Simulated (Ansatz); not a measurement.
# Cs on Cu(110): change of the work function

How does Cs on the hollow site change the work function of Cu(110) as the layer fills?

Calculated with Ansatz 0.2.0; plane-wave DFT, PBE, Ansatz PAW.

Report form: the programs' logs are mostly left out.

## (1) Set-up

The cell holds 4 atoms: 4 Cu. Cell: a = 3.610 Å, b = 2.553 Å, c = 21.829 Å, α = 90.0°, β = 90.0°, γ = 90.0°. Vacuum lies along c.

As a file:

```cif
data_structure
_symmetry_space_group_name_H-M 'P 1'
_symmetry_Int_Tables_number 1
_cell_length_a 3.6100
_cell_length_b 2.5527
_cell_length_c 21.8290
_cell_angle_alpha 90.000
_cell_angle_beta 90.000
_cell_angle_gamma 90.000
_cell_volume 201.16
loop_
_atom_site_label
_atom_site_type_symbol
_atom_site_fract_x
_atom_site_fract_y
_atom_site_fract_z
_atom_site_occupancy
Cu1 Cu 0.50000 0.50000 0.41230 1
Cu2 Cu 0.00000 0.00000 0.47077 1
Cu3 Cu 0.50000 0.50000 0.52923 1
Cu4 Cu 0.00000 0.00000 0.58770 1
```

## (2) The clean slab

The bare slab comes first, as the zero from which every change is counted. The two lowest layers are held at bulk places and the upper ones relax. The dipole correction removes the false field that a one-sided slab makes across the periodic vacuum, so each face gets a flat vacuum level of its own.

input.yaml reads:

```yaml
crystal:
  lattice:
    - [3.61, 0.0, 0.0]
    - [0.0, 2.5526554801, 0.0]
    - [0.0, 0.0, 21.8289832201]
  atoms:
    - { symbol: Cu, position: [0.5, 0.5, 0.412295887] }
    - { symbol: Cu, position: [0.0, 0.0, 0.4707652957] }
    - { symbol: Cu, position: [0.5, 0.5, 0.5292347043] }
    - { symbol: Cu, position: [0.0, 0.0, 0.587704113] }
kpoints:
  mp_grid: { grid: [12, 12, 1] }
hamiltonian:
  xc: pbe
scf:
  occupations: { method: fermi_dirac, width: 0.1 }
  convergence: { dr2_threshold: 1.0e-08 }
efield:
  axis: 3
  dipole_correction: true
  ramp_position: 0.97
  ramp_width: 0.06
relax:
  f_tol: 0.02
  max_steps: 60
  constraints: [{ sites: [0, 1] }]
output:
  write_potential: true
  write_density: true
  volumetric_format: npy
```

On the command line:

```sh
> ansatz run input.yaml --threads 4 --pin off --max-ram 16384MiB --backend cpu --events-out ev --progress --plain --runs-dir out
```

Wall time 36 s (4 threads of Arm Neoverse V1, shared host); peak memory 0.68 GiB.

Relaxation path:

```csv
step,energy less that of the first step (eV),largest force component (eV/Å)
1,0.0000,0.4337
2,-0.0113,0.3031
3,-0.0216,0.0062
```

Forces are held to the 4 operations that the run works with; a distortion that breaks them can't arise in this run.

The atoms that moved most (Å):

| atom | dx | dy | dz | length |
| --- | --- | --- | --- | --- |
| Cu3 | 0.000 | 0.000 | 0.076 | 0.076 |
| Cu4 | 0.000 | 0.000 | -0.034 | 0.034 |

Final coordinates:

```xyz
4
Lattice="3.6100 0.0000 0.0000 0.0000 2.5527 0.0000 0.0000 0.0000 21.8290" Properties=species:S:1:pos:R:3
Cu    1.8050    1.2763    9.0000
Cu    0.0000    0.0000   10.2763
Cu    1.8050    1.2763   11.6287
Cu    0.0000    0.0000   12.7950
```

This step gave:

```yaml
energy_at_zero_smearing: -26498.8397 eV
work_function_upper_face: 4.434 eV
dipole_along_the_normal: -3.62e-4 e·Å
```

Running mean over 1.276 Å of the planar mean; the ramp of the sawtooth is left out. Table of electron's electrostatic potential energy less the Fermi level by z:

z (Å), electron's electrostatic potential energy less the Fermi level (eV) and a bar from the least value:
```
        3       4.43 ##############################
        4       4.43 ##############################
        5       4.43 ##############################
        6       4.40 ##############################
        7       4.17 #############################
        8       0.97 #######################
        9      -7.52 #####
       10      -8.65 ##
       11      -8.19 ###
       12      -9.65 
       13      -6.67 ######
       14       2.39 ##########################
       15       4.28 ##############################
       16       4.42 ##############################
       17       4.43 ##############################
       18       4.43 ##############################
```

The relaxation took 3 steps and lowered the energy by 0.022 eV; the largest force on the free atoms ends at 0.0062 eV/Å.

The work function of the upper face is 4.43 eV.

## (3) The covered slab, k-mesh 4×4×1, coverage 0.111 ML

System of this step: Cs/Cu(110). The cell holds 37 atoms: 36 Cu and 1 Cs. Cell: a = 10.830 Å, b = 7.658 Å, c = 24.975 Å, α = 90.0°, β = 90.0°, γ = 90.0°. Vacuum lies along c.

The clean slab as it ended is repeated in the plane and the adsorbate is set on one face; the cell's size fixes the coverage, and the k-mesh shrinks with it to keep the sampling density about even. Adsorbate and upper layers relax, since the dipole depends on the height.

input.yaml reads:

```yaml
crystal:
  lattice:
    - [10.83, 0.0, 0.0]
    - [0.0, 7.6579664403, 0.0]
    - [0.0, 0.0, 24.9749059877]
  atoms:
    - { symbol: Cu, position: [0.1666666667, 0.1666666667, 0.3603617169] }
    - { symbol: Cu, position: [0.0, 0.0, 0.4114661231] }
    - { symbol: Cu, position: [0.1666666667, 0.1666666667, 0.4656151931] }
    - { symbol: Cu, position: [0.0, 0.0, 0.5123158761] }
    - { symbol: Cu, position: [0.1666666667, 0.5, 0.3603617169] }
    - { symbol: Cu, position: [0.0, 0.3333333333, 0.4114661231] }
    - { symbol: Cu, position: [0.1666666667, 0.5, 0.4656151931] }
    - { symbol: Cu, position: [0.0, 0.3333333333, 0.5123158761] }
[... 25 atom lines left out ...]
    - { symbol: Cu, position: [0.6666666667, 0.6666666667, 0.4114661231] }
    - { symbol: Cu, position: [0.8333333333, 0.8333333333, 0.4656151931] }
    - { symbol: Cu, position: [0.6666666667, 0.6666666667, 0.5123158761] }
    - { symbol: Cs, position: [0.1666666667, 0.1666666667, 0.6396382831] }
kpoints:
  mp_grid: { grid: [4, 4, 1] }
hamiltonian:
  xc: pbe
scf:
  occupations: { method: fermi_dirac, width: 0.1 }
  convergence: { dr2_threshold: 1.0e-08 }
efield:
  axis: 3
  dipole_correction: true
  ramp_position: 0.97
  ramp_width: 0.06
relax:
  f_tol: 0.02
  max_steps: 60
  constraints:
    - { sites: [0, 1, 4, 5, 8, 9, 12, 13, 16, 17, 20, 21, 24, 25, 28, 29, 32, 33] }
output:
  write_potential: true
  write_density: true
  volumetric_format: npy
```

Wall time 44 min (4 threads); peak memory 9.8 GiB; 2.9 h of CPU time.

Relaxation path:

```
step  energy less that of the first step (eV)  largest force component (eV/Å)
   1                                   0.0000                          0.4835
   2                                  -0.0413                          0.4069
   3                                  -0.1037                          0.1798
   4                                  -0.1166                          0.0689
   5                                  -0.1179                          0.0215
   6                                  -0.1186                          0.0044
```

The run keeps the 4 symmetry operations that it works with, so distortions that break them were not tested.

The atoms that moved most (Å):

```csv
atom,dx,dy,dz,length
Cs37,0.000,0.000,-0.427,0.427
Cu16,0.040,-0.001,-0.007,0.041
Cu20,0.040,0.001,-0.007,0.041
Cu4,-0.040,-0.001,-0.007,0.041
Cu8,-0.040,0.001,-0.007,0.041
Cu3,0.000,0.000,0.039,0.039
Cu7,0.000,-0.002,0.034,0.034
Cu11,0.000,0.002,0.034,0.034
```

Final coordinates:

```cif
data_structure
_symmetry_space_group_name_H-M 'P 1'
_symmetry_Int_Tables_number 1
_cell_length_a 10.8300
_cell_length_b 7.6580
_cell_length_c 24.9749
_cell_angle_alpha 90.000
_cell_angle_beta 90.000
_cell_angle_gamma 90.000
_cell_volume 2071.31
loop_
_atom_site_label
_atom_site_type_symbol
_atom_site_fract_x
_atom_site_fract_y
_atom_site_fract_z
_atom_site_occupancy
Cu1 Cu 0.16667 0.16667 0.36036 1
Cu2 Cu 0.00000 0.00000 0.41147 1
Cu3 Cu 0.16667 0.16667 0.46718 1
Cu4 Cu 0.99628 0.99986 0.51202 1
Cu5 Cu 0.16667 0.50000 0.36036 1
Cu6 Cu 0.00000 0.33333 0.41147 1
Cu7 Cu 0.16667 0.49972 0.46699 1
Cu8 Cu 0.99628 0.33348 0.51202 1
Cu9 Cu 0.16667 0.83333 0.36036 1
Cu10 Cu 0.00000 0.66667 0.41147 1
Cu11 Cu 0.16667 0.83361 0.46699 1
Cu12 Cu 0.99879 0.66667 0.51315 1
Cu13 Cu 0.50000 0.16667 0.36036 1
Cu14 Cu 0.33333 0.00000 0.41147 1
Cu15 Cu 0.50165 0.16667 0.46536 1
Cu16 Cu 0.33706 0.99986 0.51202 1
Cu17 Cu 0.50000 0.50000 0.36036 1
Cu18 Cu 0.33333 0.33333 0.41147 1
Cu19 Cu 0.50095 0.50074 0.46549 1
Cu20 Cu 0.33706 0.33348 0.51202 1
Cu21 Cu 0.50000 0.83333 0.36036 1
Cu22 Cu 0.33333 0.66667 0.41147 1
Cu23 Cu 0.50095 0.83259 0.46549 1
Cu24 Cu 0.33455 0.66667 0.51315 1
Cu25 Cu 0.83333 0.16667 0.36036 1
Cu26 Cu 0.66667 0.00000 0.41147 1
Cu27 Cu 0.83168 0.16667 0.46536 1
Cu28 Cu 0.66667 0.99971 0.51279 1
Cu29 Cu 0.83333 0.50000 0.36036 1
Cu30 Cu 0.66667 0.33333 0.41147 1
Cu31 Cu 0.83238 0.50074 0.46549 1
Cu32 Cu 0.66667 0.33362 0.51279 1
Cu33 Cu 0.83333 0.83333 0.36036 1
Cu34 Cu 0.66667 0.66667 0.41147 1
Cu35 Cu 0.83238 0.83259 0.46549 1
Cu36 Cu 0.66667 0.66667 0.51285 1
Cs37 Cs 0.16667 0.16667 0.62255 1
```

This step gave:

```
energy at zero smearing        : -244161.6685 eV
work function, upper face      : 2.282 eV
work function, lower face      : 4.467 eV
dipole along the normal        : 1.001 e·Å
step between the vacuum levels : -2.184 eV
```

Running mean over 1.276 Å of the planar mean; the ramp of the sawtooth is left out. Table of electron's electrostatic potential energy less the Fermi level by z:

| z (Å) | electron's electrostatic potential energy less the Fermi level (eV) |
| --- | --- |
| 3.5 | 4.47 |
| 4.0 | 4.47 |
| 4.5 | 4.47 |
| 5.0 | 4.46 |
| 5.5 | 4.46 |
| 6.0 | 4.44 |
| 6.5 | 4.39 |
| 7.0 | 4.21 |
| 7.5 | 3.59 |
| 8.0 | 0.991 |
| 8.5 | -3.81 |
| 9.0 | -7.51 |
| 9.5 | -8.49 |
| 10.0 | -8.62 |
| 10.5 | -8.27 |
| 11.0 | -8.09 |
| 11.5 | -8.73 |
| 12.0 | -9.68 |
| 12.5 | -9.35 |
| 13.0 | -6.75 |
| 13.5 | -2.04 |
| 14.0 | 1.86 |
| 14.5 | 2.59 |
| 15.0 | 2.03 |
| 15.5 | 1.47 |
| 16.0 | 1.42 |
| 16.5 | 1.75 |
| 17.0 | 2.09 |
| 17.5 | 2.24 |
| 18.0 | 2.27 |
| 18.5 | 2.28 |
| 19.0 | 2.28 |
| 19.5 | 2.28 |
| 20.0 | 2.28 |
| 20.5 | 2.28 |
| 21.0 | 2.28 |
| 21.5 | 2.28 |

The relaxation took 6 steps and lowered the energy by 0.12 eV; the largest force on the free atoms ends at 0.0044 eV/Å.

The covered face has 2.28 eV, -2.15 eV against the clean one; the bare back face has moved by +0.04 eV, a measure of how thin the slab is.

## (4) Adsorbate added, k-mesh 6×6×1, coverage 0.25 ML

System of this step: Cs/Cu(110). The cell holds 17 atoms: 16 Cu and 1 Cs. Its edges and angles: a = 7.220 Å, b = 5.105 Å, c = 24.975 Å, α = 90.0°, β = 90.0°, γ = 90.0°. Vacuum lies along c.

Another coverage, to see how the dipoles act on each other as their distance changes.

input.yaml reads:

```yaml
crystal:
  lattice:
    - [7.22, 0.0, 0.0]
    - [0.0, 5.1053109602, 0.0]
    - [0.0, 0.0, 24.9749059877]
  atoms:
    - { symbol: Cu, position: [0.25, 0.25, 0.3603617169] }
    - { symbol: Cu, position: [0.0, 0.0, 0.4114661231] }
    - { symbol: Cu, position: [0.25, 0.25, 0.4656151931] }
    - { symbol: Cu, position: [0.0, 0.0, 0.5123158761] }
    - { symbol: Cu, position: [0.25, 0.75, 0.3603617169] }
    - { symbol: Cu, position: [0.0, 0.5, 0.4114661231] }
    - { symbol: Cu, position: [0.25, 0.75, 0.4656151931] }
    - { symbol: Cu, position: [0.0, 0.5, 0.5123158761] }
    - { symbol: Cu, position: [0.75, 0.25, 0.3603617169] }
    - { symbol: Cu, position: [0.5, 0.0, 0.4114661231] }
    - { symbol: Cu, position: [0.75, 0.25, 0.4656151931] }
    - { symbol: Cu, position: [0.5, 0.0, 0.5123158761] }
    - { symbol: Cu, position: [0.75, 0.75, 0.3603617169] }
    - { symbol: Cu, position: [0.5, 0.5, 0.4114661231] }
    - { symbol: Cu, position: [0.75, 0.75, 0.4656151931] }
    - { symbol: Cu, position: [0.5, 0.5, 0.5123158761] }
    - { symbol: Cs, position: [0.25, 0.25, 0.6396382831] }
kpoints:
  mp_grid: { grid: [6, 6, 1] }
hamiltonian:
  xc: pbe
scf:
  occupations: { method: fermi_dirac, width: 0.1 }
  convergence: { dr2_threshold: 1.0e-08 }
efield:
  axis: 3
  dipole_correction: true
  ramp_position: 0.97
  ramp_width: 0.06
relax:
  f_tol: 0.02
  max_steps: 60
  constraints: [{ sites: [0, 1, 4, 5, 8, 9, 12, 13] }]
output:
  dos: { projected: true, e_range: [-8, 4] }
  write_potential: true
  write_density: true
  volumetric_format: npy
  elf: true
```

The job ended after 12 min (4 threads; peak memory 4.8 GiB; 48 min of CPU time).

Step by step:

| step | energy less that of the first step (eV) | largest force component (eV/Å) |
| --- | --- | --- |
| 1 | 0.0000 | 0.4693 |
| 2 | -0.0398 | 0.4314 |
| 3 | -0.1169 | 0.2763 |
| 4 | -0.1525 | 0.0382 |
| 5 | -0.1552 | 0.0421 |
| 6 | -0.1559 | 0.0026 |

The run keeps the 4 symmetry operations that it works with, so distortions that break them were not tested.

The atoms that moved most (Å):

```csv
atom,dx,dy,dz,length
Cs17,0.000,0.000,-0.518,0.518
Cu7,0.000,0.000,0.069,0.069
Cu8,-0.057,0.007,0.007,0.058
Cu4,-0.057,-0.007,0.007,0.058
Cu12,0.057,-0.007,0.007,0.058
Cu16,0.057,0.007,0.007,0.058
Cu3,0.000,0.000,0.048,0.048
Cu15,0.000,0.000,-0.046,0.046
```

The relaxed structure:

```
Cu Cs
1.0
     7.22000    0.00000    0.00000
     0.00000    5.10531    0.00000
     0.00000    0.00000   24.97491
Cu Cs
16 1
Direct
  0.25000 0.25000 0.36036
  0.00000 0.00000 0.41147
  0.25000 0.25000 0.46754
  0.99215 0.99861 0.51261
  0.25000 0.75000 0.36036
  0.00000 0.50000 0.41147
  0.25000 0.75000 0.46837
  0.99215 0.50139 0.51261
  0.75000 0.25000 0.36036
  0.50000 0.00000 0.41147
  0.75000 0.25000 0.46445
  0.50785 0.99861 0.51261
  0.75000 0.75000 0.36036
  0.50000 0.50000 0.41147
  0.75000 0.75000 0.46377
  0.50785 0.50139 0.51261
  0.25000 0.25000 0.61889
```

This step gave:

| Item | Value |
| --- | --- |
| energy at zero smearing | -111667.1703 eV |
| work function, upper face | 1.375 eV |
| work function, lower face | 4.448 eV |
| dipole along the normal | 0.6260 e·Å |
| step between the vacuum levels | -3.073 eV |

Running mean over 1.276 Å of the planar mean; the ramp of the sawtooth is left out. Table of electron's electrostatic potential energy less the Fermi level by z:

| z (Å) | electron's electrostatic potential energy less the Fermi level (eV) |
| --- | --- |
| 3.5 | 4.45 |
| 4.0 | 4.45 |
| 4.5 | 4.45 |
| 5.0 | 4.45 |
| 5.5 | 4.44 |
| 6.0 | 4.43 |
| 6.5 | 4.37 |
| 7.0 | 4.20 |
| 7.5 | 3.58 |
| 8.0 | 0.989 |
| 8.5 | -3.80 |
| 9.0 | -7.50 |
| 9.5 | -8.48 |
| 10.0 | -8.62 |
| 10.5 | -8.27 |
| 11.0 | -8.08 |
| 11.5 | -8.70 |
| 12.0 | -9.69 |
| 12.5 | -9.39 |
| 13.0 | -6.84 |
| 13.5 | -2.28 |
| 14.0 | 1.17 |
| 14.5 | 1.03 |
| 15.0 | -0.410 |
| 15.5 | -1.31 |
| 16.0 | -1.01 |
| 16.5 | -0.0358 |
| 17.0 | 0.818 |
| 17.5 | 1.16 |
| 18.0 | 1.27 |
| 18.5 | 1.32 |
| 19.0 | 1.34 |
| 19.5 | 1.36 |
| 20.0 | 1.37 |
| 20.5 | 1.37 |
| 21.0 | 1.37 |
| 21.5 | 1.37 |

[end of part 1 of 2]

[Logs are printed without paths, hosts, clocks, repeated set-up lines and the standing remarks that a program may print on its own settings, such as how far it seeks lower states.]

[Hosts, paths, dates, database ids (printed as entryN), source tags and the programs' standing remarks are cut or masked in the printed files.]

[Maps of the electrostatic potential energy from Ansatz leave out the sawtooth potential of an applied field or a dipole correction, so their vacuum need not be flat; planar profiles and work functions include it.]
